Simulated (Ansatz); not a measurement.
# Dielectric response of GaN (10-10) films, part 3 of 3

How well do thin wurtzite GaN (10-10) films screen a perpendicular field?

Ansatz 0.2.0; plane-wave DFT, PBE, Ansatz PAW (the session's first sound run).

So far. Step 26 (The bulk crystal): The gap is 1.90 eV. Step 27 (Band edges against the vacuum, levels PBE): The program warns that the averaged potential varies by 0.11 eV in the slab's middle, which these edges carry as an error.

## (28) The bulk with HSE06, k-mesh 8×8×4

This step: plane-wave DFT, HSE06, Ansatz PAW (Ansatz 0.2.0).

System of this step: wurtzite GaN. Symmetry: P6_3mc, No. 186, hexagonal system. The conventional cell has a = 3.190 Å, b = 3.190 Å, c = 5.190 Å, α = 90.00°, β = 90.00°, γ = 120.00°. Nearest to Ga lie 4 N at 1.95 to 1.96 Å. Nearest to N lie 4 Ga at 1.95 to 1.96 Å. Farther neighbours and most contacts between anions are not listed.

A hybrid functional removes part of the gap error, and is affordable in the small bulk cell.

input.yaml

```yaml
crystal:
  lattice:
    - [3.19, 0.0, 0.0]
    - [-1.595, 2.7626210381, 0.0]
    - [0.0, 0.0, 5.19]
  atoms:
    - { symbol: Ga, position: [0.3333333333, 0.6666666667, 0.0] }
    - { symbol: Ga, position: [0.6666666667, 0.3333333333, 0.5] }
    - { symbol: "N", position: [0.3333333333, 0.6666666667, 0.377] }
    - { symbol: "N", position: [0.6666666667, 0.3333333333, 0.877] }
kpoints:
  mp_grid: { grid: [8, 8, 4] }
hamiltonian:
  xc: hse06
scf:
  occupations: { method: fixed }
  convergence: { dr2_threshold: 1.0e-08 }
output:
  eigenvalues: true
checkpoint:
  write: bulk-hse.run
  compress: false
  write_wavefunctions: false
```

Started as:

```
$ ansatz run input.yaml --threads 4 --pin off --max-ram 12288MiB --backend cpu --events-out ev --progress --plain --runs-dir out
```

It took 14 s on 4 threads of Arm Neoverse V1, shared host; peak memory 2 GiB; 49 s of CPU time.

A gap read on the k-mesh alone can miss the band edges.

This step gave:

| Item | Value |
| --- | --- |
| gap on the k-mesh | 3.158 eV |

The gap is 3.16 eV.

## (29) Band edges against the vacuum, levels HSE06

This step: plane-wave DFT, PBE, Ansatz PAW; band edges against the vacuum, bulk levels by HSE06 (Ansatz 0.2.0).

System of this step: GaN (10-10), 6 units. The cell holds 24 atoms: 12 Ga and 12 N. Its edges and angles: a = 3.190 Å, b = 5.190 Å, c = 32.734 Å, α = 90.0°, β = 90.0°, γ = 90.0°. It derives from GaN (wurtzite GaN). Vacuum lies along c.

The same line-up with the hybrid's levels.

align.yaml

```yaml
surface:
  bulk: { run: bulk.run, levels_from: { run: bulk-hse.run } }
  slab: { run: end6.run, axis: 3 }
  face: plus
  period: 2.76262
```

Started as:

```
$ ansatz align-bands align.yaml -- --threads 4 --pin off
```

Run time: 0.09 s. Hardware: 4 threads.

This step gave:

| Quantity | Value |
| --- | --- |
| ionisation energy | 6.500 eV |
| electron affinity | 3.342 eV |

Check by hand: ionisation energy less affinity, 6.50 − (3.34) = 3.16 eV, is the bulk gap at this level.

The program warns that the averaged potential varies by 0.11 eV in the slab's middle, which these edges carry as an error.

## (30) A changed input

This step: plane-wave DFT, PBE, Ansatz PAW (Ansatz 0.2.0).

System of this step: GaN (10-10), 3 units. The cell holds 12 atoms: 6 Ga and 6 N. Its edges and angles: a = 3.190 Å, b = 5.190 Å, c = 24.446 Å, α = 90.0°, β = 90.0°, γ = 90.0°. It derives from GaN (wurtzite GaN). Vacuum lies along c.

An input spoilt on purpose, to show how the run answers: it repeats the earlier run at 0.1 V/Å, 3 units with efield.ramp_position from 0.97 to 0.475, and scf.max_iter set to 75.

input.yaml

```yaml
crystal:
  lattice:
    - [3.19, 0.0, 0.0]
    - [0.0, 5.19, 0.0]
    - [0.0, 0.0, 24.4461157555]
  atoms:
    - { symbol: Ga, position: [0.0, 0.0266918132, 0.3775821688] }
    - { symbol: "N", position: [0.0, 0.3742018732, 0.3657914879] }
    - { symbol: Ga, position: [0.5, 0.4923790711, 0.3994850231] }
    - { symbol: "N", position: [0.5, 0.8682667725, 0.4040785419] }
    - { symbol: Ga, position: [0.5, -0.0035371398, 0.4836399453] }
    - { symbol: "N", position: [0.5, 0.3729974947, 0.480185018] }
    - { symbol: Ga, position: [0.0, 0.4964628626, 0.5163600618] }
    - { symbol: "N", position: [0.0, 0.8729974918, 0.519814973] }
    - { symbol: Ga, position: [0.0, -0.0076208651, 0.6005149901] }
    - { symbol: "N", position: [0.0, 0.3682668326, 0.5959214462] }
    - { symbol: Ga, position: [0.5, 0.5266918674, 0.6224178324] }
    - { symbol: "N", position: [0.5, 0.8742019257, 0.6342085116] }
kpoints:
  mp_grid: { grid: [8, 6, 1] }
hamiltonian:
  xc: pbe
scf:
  occupations: { method: fixed }
  convergence: { dr2_threshold: 1.0e-10 }
  max_iter: 75
efield:
  axis: 3
  dipole_correction: true
  ramp_position: 0.475
  ramp_width: 0.06
  amplitude: 0.1
output:
  write_potential: true
  write_density: true
  volumetric_format: npy
```

Started as:

```
$ ansatz run input.yaml --threads 4 --pin off --max-ram 12288MiB --backend cpu --events-out ev --progress --plain --runs-dir out
```

Wall time 0.22 s (4 threads); peak memory 0.53 GiB.

The input was rejected at the start.

The program's message: “Error: efield: ion 4 (Ga) at fractional coordinate 0.4836 along the field axis lies inside the sawtooth ramp with 2 of the planes that the density is read on at each end, [0.4639, 0.5461] — the ramp m …”

The fault put into the input: the ramp among the atoms.

## (31) The same run with other settings: efield.ramp_width = 0.04

Another changed input: it repeats the earlier run at 0.1 V/Å, 3 units with efield.ramp_width from 0.06 to 0.04.

Changes to input.yaml since step 30:

```diff
@@ -25,3 +25,2 @@
   convergence: { dr2_threshold: 1.0e-10 }
-  max_iter: 75
 efield:
@@ -29,4 +28,4 @@
   dipole_correction: true
-  ramp_position: 0.475
-  ramp_width: 0.06
+  ramp_position: 0.97
+  ramp_width: 0.04
   amplitude: 0.1
```

Elapsed: 27 s, on 4 threads; peak memory 1.2 GiB.

This step gave:

* gap on the k-mesh: 1.506 eV
* dipole along the normal: 0.06936 e·Å

```tsv
quantity	this run	earlier run	difference
dipole along the normal (e·Å)	0.06936	0.06936	-2.2e-6
gap on the k-mesh (eV)	1.506	1.506	-2.5e-7
```

Nothing in the table moves by 0.01 in its unit (for the dipole 0.5 % and 5e-5 e·Å).

## (32) What came out

* electronic ε from the thickness series: 5.94
* static ε from the thickness series: 11.1
* local electronic ε, middle of 6 units: 6.03
* ionisation energy, levels by PBE: 5.67 eV
* electron affinity, levels by PBE: 3.77 eV
* ionisation energy, levels by HSE06: 6.50 eV
* electron affinity, levels by HSE06: 3.34 eV

**Reading.** The films give an electronic ε of 5.94 and a static ε of 11.1. The slope of the series and the field inside the thickest film give 5.94 and 6.03, in agreement. Ions raise ε from 5.94 to 11.1. The static value rests on two thicknesses alone. HSE06 levels deepen the valence edge by 0.83 eV on the same PBE surface dipole. The alignment warns that the averaged potential still varies by 0.11 eV in the slab's middle, which the band edges carry as an error. The in-plane lattice constants are held at typed bulk values. Semilocal functionals tend to overestimate the electronic ε a little.

[Logs are printed without paths, hosts, clocks, repeated set-up lines and the standing remarks that a program may print on its own settings, such as how far it seeks lower states.]

[Hosts, paths, dates, database ids (printed as entryN), source tags and the programs' standing remarks are cut or masked in the printed files.]

[Maps of the electrostatic potential energy from Ansatz leave out the sawtooth potential of an applied field or a dipole correction, so their vacuum need not be flat; planar profiles and work functions include it.]
